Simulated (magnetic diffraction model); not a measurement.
**CeNdI₇: what an assumed order does to the neutron pattern**

Space group P2_1 (no. 4), a = 9.0920 Å, b = 8.6930 Å, c = 12.4200 Å, β = 102.65°.

```csv
site,atom,x,y,z
2a,Nd,0.6589,0.3003,0.6897
2a,Ce,0.8157,0.2888,0.2310
2a,I,0.3825,0.5077,0.7859
2a,I,0.8564,0.2902,0.4712
2a,I,0.7549,0.2944,0.9817
2a,I,0.4423,0.0131,0.7859
2a,I,0.9657,0.0410,0.7566
2a,I,0.9448,0.5693,0.7717
2a,I,0.4336,0.1283,0.4677
```

The compound is invented for this exercise: a known structure type with other elements, its cell scaled to their sizes and not relaxed.

Only Nd is taken to order (form factors of Nd3+); orders and moment sizes are assumed, and not adapted to the symmetry. Radiation: neutrons of λ = 1.594 Å, 2° to 30°; isotropic B of 0.2 Å² (Nd), 0.2 Å² (Ce) and 0.23 Å² (I). Simulated constant-wavelength pattern: nuclear and magnetic terms add, the magnetic one as |2.695 fm × Σ f S⊥ exp(2πi Q·r) exp(−B s²)|², summed over all Q at one angle with the factor 1/(sin²θ cos θ). For a modulated order the moment at position r is S exp(−2πi k·r) + c.c., with S = m/2 for a sine wave of amplitude m and S = m(u + iv)/2 for moments turning in a plane, u and v being orthogonal unit vectors in it; the phase factor of the sum at Q = H + k is then exp(2πi H·r). Free-ion form factors, Sears's scattering lengths of 1992, no absorption; a label names one of the reflections at its angle. The strongest nuclear line in the range is 100, and lines under 0.2 are left out.

Assume the order k = (0.052 0 0), moments turning in the plane of [001] and [100], 2.3 μB on Nd; signs + at (0.6589, 0.3003, 0.6897), − at (0.3411, 0.8003, 0.3103).

Predict the pattern, nuclear and magnetic parts apart.

```csv
2θ (°),index,nuclear,magnetic
7.44,(0.052 0 -1),0.0,4.7
7.54,(0 0 1),9.3,0.0
7.68,(0.052 0 1),0.0,4.4
9.77,(0.948 0 0),0.0,2.2
10.31,(1 0 0),1.6,0.0
10.54,(0.052 1 0),0.0,10.8
10.85,(1.052 0 0),0.0,1.8
11.37,(1 0 -1),0.8,0.0
12.90,(0.052 1 -1),0.0,0.8
12.96,(0 1 1),0.8,0.0
13.04,(0.052 1 1),0.0,0.8
13.61,(0.948 0 1),0.0,1.1
14.06,(1 0 1),1.3,0.0
14.38,(0.948 1 0),0.0,1.3
14.53,(1.052 0 1),0.0,0.9
14.75,(1 1 0),100.0,0.0
15.01,(0.052 0 -2),0.0,0.6
15.12,(0 0 2),32.2,0.0
15.13,(1.052 1 0),0.0,1.1
15.22,(0.948 1 -1),0.0,3.6
15.24,(0.052 0 2),0.0,0.6
15.51,(1 1 -1),13.4,0.0
15.82,(1.052 1 -1),0.0,3.3
16.12,(0.948 0 -2),0.0,1.1
16.34,(1 0 -2),6.7,0.0
16.58,(1.052 0 -2),0.0,1.0
17.23,(0.948 1 1),0.0,0.9
17.59,(1 1 1),9.6,0.0
17.97,(1.052 1 1),0.0,0.8
18.36,(0.052 1 -2),0.0,1.2
18.45,(0 1 2),1.4,0.0
18.56,(0.052 1 2),0.0,1.2
19.47,(1 1 -2),1.3,0.0
19.92,(1.948 0 -1),0.0,0.4
20.13,(1 0 2),0.9,0.0
20.16,(1.948 0 0),0.0,0.6
20.43,(2 0 -1),0.5,0.0
20.70,(2 0 0),1.1,0.0
20.93,(2.052 0 -1),0.0,0.3
21.13,(0 2 0),0.2,0.0
21.25,(2.052 0 0),0.0,0.5
22.43,(0.052 2 -1),0.0,1.9
22.44,(0.948 1 2),0.0,1.3
22.47,(0 2 1),4.5,0.0
22.51,(0.052 2 1),0.0,1.8
22.58,(1.948 1 -1),0.0,0.7
22.76,(0 0 3),4.0,0.0
22.77,(1 1 2),4.4,0.0
```
(The table stops after 48 lines; 42 more lie at higher angle.)

The strongest magnetic line in the range is (0.052 1 0) at 10.54° (10.8). On top of the Lorentz factor, which all lines share, magnetic lines fade with angle because f falls: for Nd3+ it is 0.98, 0.90, 0.79 and 0.54 at sin θ/λ = 0.1, 0.2, 0.3 and 0.5 Å⁻¹, while nuclear lengths stay constant. The order has no net moment.

[Logs are printed without paths, hosts, clocks, repeated set-up lines and the standing remarks that a program may print on its own settings, such as how far it seeks lower states.]
